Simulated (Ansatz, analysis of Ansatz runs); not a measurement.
# N3V centre in diamond: zero-phonon line against experiment, part 2 of 2

Subject: N3V centre in diamond. Wanted: its zero-phonon line, in one set-up (PBE, 32-site cell, PBE lattice, 420 eV, k: the zone centre alone, wide Gaussian smearing). The model is a cell of 32 host atoms with 1 site emptied, N put on another atom's site, N put on another atom's site and N put on another atom's site. The excitation energy is a difference of total energies with one electron moved up within one spin channel.

Ansatz 0.2.0; PBE, 32-site cell, PBE lattice, 420 eV, k: the zone centre alone, wide Gaussian smearing.

So far: Starting point; Relaxation, charge 0.

## 3. Ground state

Both spins' levels are needed to pick the two between which the electron moves, so the ground state is solved with empty bands.

This step: plane-wave PAW DFT, PBE; single point of a defect supercell.

The input, ground/input.yaml:

```yaml
crystal:
  lattice:
    - [-3.57158176, 3.57158176, 3.57158176]
    - [3.57158176, -3.57158176, 3.57158176]
    - [3.57158176, 3.57158176, -3.57158176]
  atoms:
    - { symbol: C, position: [-0.000231133, -0.000416872, 0.50073374] }
    - { symbol: C, position: [0.003400075, 0.25832602, 0.258876074] }
    - { symbol: C, position: [-0.000229686, 0.500182211, 0.00013775] }
    - { symbol: C, position: [-0.003298788, 0.751178247, 0.751727293] }
    - { symbol: C, position: [0.258509929, 0.003211368, 0.258874868] }
    - { symbol: C, position: [0.258509723, 0.258323109, 0.003765291] }
    - { symbol: C, position: [0.243827874, 0.49909782, 0.742297203] }
    - { symbol: C, position: [0.243827547, 0.741739073, 0.499646777] }
    - { symbol: C, position: [0.500366254, -0.00041776, 0.000134707] }
    - { symbol: C, position: [0.499285333, 0.243641811, 0.742295723] }
    - { symbol: C, position: [0.499280667, 0.741741642, 0.244190829] }
    - { symbol: C, position: [0.75135841, -0.003486804, 0.751725801] }
    - { symbol: C, position: [0.741928547, 0.243641903, 0.499646759] }
    - { symbol: C, position: [0.741926645, 0.499097592, 0.244193399] }
    - { symbol: C, position: [0.751359907, 0.751173182, -0.002938995] }
    - { symbol: C, position: [0.006956486, 0.006771373, 0.258569332] }
    - { symbol: C, position: [0.006957051, 0.258016325, 0.007323197] }
    - { symbol: C, position: [-0.005626483, 0.498621944, 0.750340338] }
    - { symbol: C, position: [-0.005619609, 0.749789845, 0.499174862] }
    - { symbol: C, position: [0.258198023, 0.006763179, 0.007318741] }
    - { symbol: C, position: [0.250092424, 0.249906948, 0.743455141] }
    - { symbol: "N", position: [0.229987654, 0.501308036, 0.501863986] }
    - { symbol: C, position: [0.250091972, 0.742911362, 0.25045776] }
    - { symbol: C, position: [0.498805126, -0.005810522, 0.750339187] }
    - { symbol: "N", position: [0.501494719, 0.229796631, 0.501862033] }
    - { symbol: "N", position: [0.50149559, 0.501309816, 0.230357148] }
    - { symbol: C, position: [0.498810683, 0.749789038, -0.005256587] }
    - { symbol: C, position: [0.749974528, -0.005806674, 0.499174513] }
    - { symbol: C, position: [0.743091805, 0.249908454, 0.250458214] }
    - { symbol: C, position: [0.749972942, 0.49862003, -0.005257905] }
    - { symbol: C, position: [0.776909901, 0.776722871, 0.777271816] }
basis:
  ecutwfc: 420
  xc_grid: 2
hamiltonian:
  xc: pbe
kpoints:
  mp_grid: { grid: [1, 1, 1] }
magnetization:
  spin_polarized: true
  initial_magnetization: 1
  spin_locking: { lock_magnetization: hard }
scf:
  occupations: { method: gaussian, width: 1.0 }
  max_iter: 60
  n_extra_bands: 20
  lower_state_search: "off"
output:
  forces: true
  eigenvalues: true
  eigenstates: { localisation: true }
checkpoint:
  read: "../relax.run"
  write: "../ground.run"
  compress: false
  write_wavefunctions: true
  write_every: 100000
```

Launch:

```console
ansatz run input.yaml --threads 2 --pin off --max-ram 3768MiB --backend cpu --events-out ev --progress --plain --runs-dir out
```

Numbers of over 12 decimals in the logs are rounded to 6 here.

The program printed:

```text
[...]
Warning: the atoms were moved onto the symmetric positions of the space group found under crystal.symmetry.tolerance 1.0e-5 (fractional; [...]
Warning: the band count 84 (scf.n_extra_bands) hosts the net moment |M| = 1.0000 μB (N_el = 127) but caps the reachable moment at 2·n_bands − N_el = 41.0000 μB, below the 95 bands that the automatic rule leaves for it — a moment growing past the seed, or the [...]
Warning: checkpoint.read: the run can stay near the saved state's solution: 29 site(s) moved relative to the saved geometry (max |Δs| = 5.904e-6 fractional); [...]
[...]
Crystal: 31 atoms, lattice volume = 182.239 Å³
Basis set: ecut = 420 eV, 3559 PW (Γ), exchange–correlation on 90×90×90 points (8 copies of the dense FFT grid, shifted against one another)
Bands: 84, of which v1, the nominal top of the filled ones, is band 64 counted from 1 (63 counted from 0)
Symmetry: 6 space group operations
[...]
E sigma→0 (E₀):  -8165.397683 eV
Entropy (-TS):   -0.426322 eV (-13.752 meV/atom)
Fermi energy:    14.744919 (↑ 15.394229, ↓ 14.359525) eV
[...]
--- Forces (eV/Å), atoms counted from 1 ---
  atom   1  C     -0.00158445    -0.00158445    -0.00747100
  atom   2  C     -0.00284383    -0.00367331    -0.00367331
  [... 2 atoms left out ...]
  atom   5  C     -0.00367331    -0.00284383    -0.00367331
  atom   6  C     -0.00367331    -0.00367331    -0.00284383
  [... 1 atom left out ...]
  atom   8  C      0.00785497     0.00503598     0.00069343
  [... 2 atoms left out ...]
  atom  11  C      0.00069343     0.00503598     0.00785497
  [... 2 atoms left out ...]
  atom  14  C      0.00503598     0.00069343     0.00785497
  [... 7 atoms left out ...]
  atom  22  N     -0.00442095    -0.00514723    -0.00514723
  [... 2 atoms left out ...]
  atom  25  N     -0.00514723    -0.00442095    -0.00514723
  atom  26  N     -0.00514723    -0.00514723    -0.00442095
  [... 4 atoms left out ...]
  atom  31  C     -0.00206626    -0.00206626    -0.00206626
  max |Σ_I F_I| component: 4.86e-6 eV/Å
--- Band table (eV) ---
[...]
[key lines of the parts left out:]
SCF converged after 3 iterations
Magnetization: 1.0000 μB (64.0000 up, 63.0000 down)
Free energy (F): -8165.610844 eV
```

Elapsed: 4.9 s, on 2 threads of Arm Neoverse N1, shared host; peak memory 0.37 GiB.

In the SCF lines HF is the Harris–Foulkes energy and dr2 the Hartree energy of the density residual, in eV; the loop may stop once dr2 is under the threshold and the program's other checks hold. Hψ counts applications of the Hamiltonian.

The run converged, but on settings that a careful run would not use, so its numbers are not the defect's.

## 4. Excited state at the ground state's structure

One electron is moved to the upper level and held there by its overlap; at the ground state's structure the energy difference is the vertical absorption.

This step: plane-wave PAW DFT, PBE; single point of a defect supercell.

excited/input.yaml, as its differences from ground/input.yaml of step 3:

```diff
@@ -49,4 +49,9 @@
 scf:
-  occupations: { method: gaussian, width: 1.0 }
-  max_iter: 60
+  occupations:
+    method: gaussian
+    width: 1.0
+    excite:
+      from: { channel: down, k: 0, band: v2, track: overlap }
+      to: { channel: down, k: 0, band: v1, track: overlap }
+  max_iter: 150
   n_extra_bands: 20
@@ -55,7 +60,5 @@
   forces: true
-  eigenvalues: true
-  eigenstates: { localisation: true }
 checkpoint:
-  read: "../relax.run"
-  write: "../ground.run"
+  read: "../ground.run"
+  write: "../excited.run"
   compress: false
```

The program printed:

```text
[...]
Crystal: 31 atoms, lattice volume = 182.239 Å³
Basis set: ecut = 420 eV, 3559 PW (Γ), exchange–correlation on 90×90×90 points (8 copies of the dense FFT grid, shifted against one another)
Bands: 84, of which v1, the nominal top of the filled ones, is band 64 counted from 1 (63 counted from 0)
Symmetry: 6 space group operations
[...]
k-points: 1
Excitation: hole v2 ↓ at k 0, (0, 0, 0); particle v1 ↓ at k 0, (0, 0, 0); 1.000000e0 electrons a cell; the bands as a deck names them, k counted from 0 among the points solved; in brackets its point in fractional reciprocal coordinates
[...]
SCF iter   3: F=—  HF=-8163.543740 eV  |F-HF|=—  |Δ(HF+E_count)|=         —  Δρ=2.41e-2 (↑5.41e-8 ↓2.41e-2)  dr2=1.59e0  dr2_m=2.43e-1  M=1.000 μB ∫|m|=1.092 μB  β_m=0.65  ethr=1.00e-12  ⟨swp⟩=2.0  Hψ=262  notcnv=0
[...]
--- Forces (eV/Å), atoms counted from 1 ---
  atom   1  C      0.20280180     0.20280180     0.43975582
  atom   2  C      0.04717867     0.02069443     0.02069443
  [... 2 atoms left out ...]
  atom   5  C      0.02069443     0.04717867     0.02069443
  atom   6  C      0.02069443     0.02069443     0.04717867
  [... 1 atom left out ...]
  atom   8  C     -0.06244881     0.24454903     0.55953714
  [... 2 atoms left out ...]
  atom  11  C      0.55953714     0.24454903    -0.06244881
  [... 2 atoms left out ...]
  atom  14  C      0.24454903     0.55953714    -0.06244881
  [... 7 atoms left out ...]
  atom  22  N     -0.16232052    -0.53618590    -0.53618590
  [... 2 atoms left out ...]
  atom  25  N     -0.53618590    -0.16232052    -0.53618590
  atom  26  N     -0.53618590    -0.53618590    -0.16232052
  [... 4 atoms left out ...]
  atom  31  C     -0.60827507    -0.60827507    -0.60827507
  max |Σ_I F_I| component: 6.79e-6 eV/Å
--- Band table (eV) ---
[...]
[key lines of the parts left out:]
Converged-ψ floor refinement (derivative, response, wavefunction or occupation consumer): ⟨swp⟩=2.5  Hψ=473  notcnv=0
SCF converged after 12 iterations
Magnetization: 1.0000 μB (64.0000 up, 63.0000 down)
Free energy (F): -8163.512258 eV
Fermi energy:    15.761051 (↑ 15.890631, ↓ 14.168073) eV  (of the remaining states, beside the excitation)
```

Wall time 7.8 s (2 threads); peak memory 0.38 GiB.

The run converged, but on settings that a careful run would not use, so its numbers are not the defect's.

## 5. Relaxation in the excited state

The zero-phonon line joins two minima, so the atoms are relaxed with the electron held in the upper level.

This step: plane-wave PAW DFT, PBE; Delta-SCF with one electron moved between two levels, relaxation of all atoms.

excited_relax/input.yaml, as its differences from excited/input.yaml of step 4:

```diff
@@ -62,3 +62,3 @@
   read: "../ground.run"
-  write: "../excited.run"
+  write: "../excited_relax.run"
   compress: false
@@ -66 +66,5 @@
   write_every: 100000
+relax:
+  f_tol: 0.02
+  max_steps: 50
+  escape_saddle: false
```

The program printed:

```text
[...]
Crystal: 31 atoms, lattice volume = 182.239 Å³
Basis set: ecut = 420 eV, 3559 PW (Γ), exchange–correlation on 90×90×90 points (8 copies of the dense FFT grid, shifted against one another)
Bands: 84, of which v1, the nominal top of the filled ones, is band 64 counted from 1 (63 counted from 0)
Symmetry: 6 space group operations
[...]
k-points: 1
[...]
SCF iter  12: F=-8163.512258 eV  HF=-8163.512258 eV  |F-HF|=2.26e-10  |Δ(HF+E_count)|=  4.87e-10  Δρ=4.26e-7 (↑3.11e-7 ↓4.26e-7)  dr2=9.04e-10  dr2_m=3.87e-11  M=1.000 μB ∫|m|=1.316 μB  ethr=1.66e-11  ⟨swp⟩=1.5  Hψ=428  notcnv=0
[...]
SCF 1 converged in 12 iterations: F = -8163.512258 eV  dr2 = 9.04e-10
[...]
relax step   1: F+E_penalty+E_count = -8163.51225783 eV  Δ(F+E_penalty+E_count) = +0.000e0 eV  max|allowed force component| = 8.378e-1 eV/Å  Δτ_max = 0.0000 Å  (12 SCF iters, accepted)
[...]
--- Relaxed structure (5 steps of the walk, 5 accepted, 0 SCFs on fresh bases) ---
  F+E_penalty+E_count = -8163.63191045 eV   max|allowed force component| = 1.345e-2 eV/Å
  atoms:
    - { symbol: C, position: [0.001297, 0.001111, 0.501948] }
    - { symbol: C, position: [0.002982, 0.258325, 0.258877] }
    - { symbol: C, position: [0.001297, 0.501396, 0.001663] }
    - { symbol: C, position: [-0.003564, 0.753809, 0.754361] }
    - { symbol: C, position: [0.258511, 0.002796, 0.258877] }
    - { symbol: C, position: [0.258511, 0.258325, 0.003348] }
    - { symbol: C, position: [0.245931, 0.499824, 0.743374] }
    - { symbol: C, position: [0.245931, 0.742822, 0.500376] }
[...]
- { symbol: N, position: [0.224748, 0.499155, 0.499707] }
[...]
- { symbol: N, position: [0.499341, 0.224562, 0.499707] }
    - { symbol: N, position: [0.499341, 0.499155, 0.225114] }
[...]
- { symbol: C, position: [0.750019, -0.006542, 0.500311] }
    - { symbol: C, position: [0.743420, 0.249743, 0.250295] }
    - { symbol: C, position: [0.750019, 0.499759, -0.005991] }
    - { symbol: C, position: [0.768313, 0.768127, 0.768679] }
[key lines of the parts left out:]
SCF converged after 3 iterations
Magnetization: 1.0000 μB (64.0000 up, 63.0000 down)
Free energy (F): -8163.631910 eV
```

The job ended after 21 s (2 threads; peak memory 0.39 GiB; 34 s of CPU time).

The run converged, but on settings that a careful run would not use, so its numbers are not the defect's.

## 6. Ground state at the excited state's structure

The ground state at the excited structure gives the vertical emission.

This step: plane-wave PAW DFT, PBE; single point of a defect supercell.

The input, ground_at_excited/input.yaml:

```yaml
crystal:
  lattice:
    - [-3.57158176, 3.57158176, 3.57158176]
    - [3.57158176, -3.57158176, 3.57158176]
    - [3.57158176, 3.57158176, -3.57158176]
  atoms:
    - { symbol: C, position: [0.001297383, 0.001111482, 0.501947618] }
    - { symbol: C, position: [0.002982145, 0.258324866, 0.258876731] }
    - { symbol: C, position: [0.001297383, 0.501395754, 0.001663347] }
    - { symbol: C, position: [-0.003564269, 0.753808709, 0.754360574] }
    - { symbol: C, position: [0.258510767, 0.002796244, 0.258876731] }
    - { symbol: C, position: [0.258510767, 0.258324866, 0.003348109] }
    - { symbol: C, position: [0.245930651, 0.499824145, 0.743373559] }
    - { symbol: C, position: [0.245930651, 0.742821694, 0.50037601] }
    - { symbol: C, position: [0.501581655, 0.001111482, 0.001663347] }
    - { symbol: C, position: [0.500010046, 0.245744751, 0.743373559] }
    - { symbol: C, position: [0.500010046, 0.742821694, 0.246296615] }
    - { symbol: C, position: [0.75399461, -0.003750169, 0.754360574] }
    - { symbol: C, position: [0.743007595, 0.245744751, 0.50037601] }
    - { symbol: C, position: [0.743007595, 0.499824145, 0.246296615] }
    - { symbol: C, position: [0.75399461, 0.753808709, -0.003198305] }
    - { symbol: C, position: [0.006927071, 0.006741171, 0.259190983] }
    - { symbol: C, position: [0.006927071, 0.258639119, 0.007293035] }
    - { symbol: C, position: [-0.00635656, 0.499758672, 0.750384517] }
    - { symbol: C, position: [-0.00635656, 0.749832653, 0.500310536] }
    - { symbol: C, position: [0.258825019, 0.006741171, 0.007293035] }
    - { symbol: C, position: [0.249928927, 0.249743026, 0.743785583] }
    - { symbol: "N", position: [0.224748085, 0.499154878, 0.499706743] }
    - { symbol: C, position: [0.249928927, 0.743233718, 0.250294891] }
    - { symbol: C, position: [0.499944572, -0.006542461, 0.750384517] }
    - { symbol: "N", position: [0.499340779, 0.224562185, 0.499706743] }
    - { symbol: "N", position: [0.499340779, 0.499154878, 0.225114049] }
    - { symbol: C, position: [0.499944572, 0.749832653, -0.005990597] }
    - { symbol: C, position: [0.750018554, -0.006542461, 0.500310536] }
    - { symbol: C, position: [0.743419619, 0.249743026, 0.250294891] }
    - { symbol: C, position: [0.750018554, 0.499758672, -0.005990597] }
    - { symbol: C, position: [0.768313074, 0.768127173, 0.768679038] }
basis:
  ecutwfc: 420
  xc_grid: 2
hamiltonian:
  xc: pbe
kpoints:
  mp_grid: { grid: [1, 1, 1] }
magnetization:
  spin_polarized: true
  initial_magnetization: 1
  spin_locking: { lock_magnetization: hard }
scf:
  occupations: { method: gaussian, width: 1.0 }
  max_iter: 60
  n_extra_bands: 20
  lower_state_search: "off"
output:
  forces: true
checkpoint:
  read: "../ground.run"
  write: "../ground_at_excited.run"
  compress: false
  write_wavefunctions: true
  write_every: 100000
```

The program printed:

```text
[...]
Crystal: 31 atoms, lattice volume = 182.239 Å³
Basis set: ecut = 420 eV, 3559 PW (Γ), exchange–correlation on 90×90×90 points (8 copies of the dense FFT grid, shifted against one another)
Bands: 84, of which v1, the nominal top of the filled ones, is band 64 counted from 1 (63 counted from 0)
Symmetry: 6 space group operations
[...]
k-points: 1
[...]
SCF iter   8: F=-8165.490572 eV  HF=-8165.490572 eV  |F-HF|=1.39e-10  |Δ(HF+E_count)|=   9.01e-9  Δρ=4.82e-7 (↑3.88e-7 ↓4.82e-7)  dr2=9.65e-10  dr2_m=8.43e-11  M=1.000 μB ∫|m|=1.080 μB  ethr=1.35e-11  ⟨swp⟩=1.0  Hψ=477  notcnv=0
SCF 1 converged in 8 iterations: F = -8165.490572 eV  dr2 = 9.65e-10
[...]
SCF converged after 8 iterations
[...]
E sigma→0 (E₀):  -8165.240651 eV
Entropy (-TS):   -0.499842 eV (-16.124 meV/atom)
Fermi energy:    14.637097 (↑ 15.316577, ↓ 14.326774) eV
[...]
--- Forces (eV/Å), atoms counted from 1 ---
  atom   1  C     -0.17614080    -0.17614080    -0.44942834
  atom   2  C     -0.08188247    -0.04185470    -0.04185470
  [... 2 atoms left out ...]
  atom   5  C     -0.04185470    -0.08188247    -0.04185470
  atom   6  C     -0.04185470    -0.04185470    -0.08188247
  [... 1 atom left out ...]
  atom   8  C      0.10023890    -0.25752535    -0.51469927
  [... 2 atoms left out ...]
  atom  11  C     -0.51469927    -0.25752535     0.10023890
  [... 2 atoms left out ...]
  atom  14  C     -0.25752535    -0.51469927     0.10023890
  [... 7 atoms left out ...]
  atom  22  N      0.09767192     0.54492570     0.54492570
  [... 2 atoms left out ...]
  atom  25  N      0.54492570     0.09767192     0.54492570
  atom  26  N      0.54492570     0.54492570     0.09767192
  [... 4 atoms left out ...]
  atom  31  C      0.63020122     0.63020122     0.63020122
  max |Σ_I F_I| component: 3.26e-7 eV/Å
--- Band table (eV) ---
[...]
[key lines of the parts left out:]
Magnetization: 1.0000 μB (64.0000 up, 63.0000 down)
Free energy (F): -8165.490572 eV
```

The job ended after 6.5 s (2 threads; peak memory 0.38 GiB; 8.4 s of CPU time).

The run converged, but on settings that a careful run would not use, so its numbers are not the defect's.

## 7. Outcome

This set-up is not sound: a smearing of 1.0 eV fills levels on both sides of the Fermi level in part. For the record: Zero-phonon line: computed 2.01 eV, measured 2.99 eV; 0.98 eV below the measurement.

[Logs are printed without paths, hosts, clocks, repeated set-up lines and the standing remarks that a program may print on its own settings, such as how far it seeks lower states.]

[Hosts, paths, dates, database ids (printed as entryN), source tags and the programs' standing remarks are cut or masked in the printed files.]

[For some hosts the program warned that the k-mesh of the response run may be too coarse for force constants and the static dielectric constant; such warnings are not shown here.]
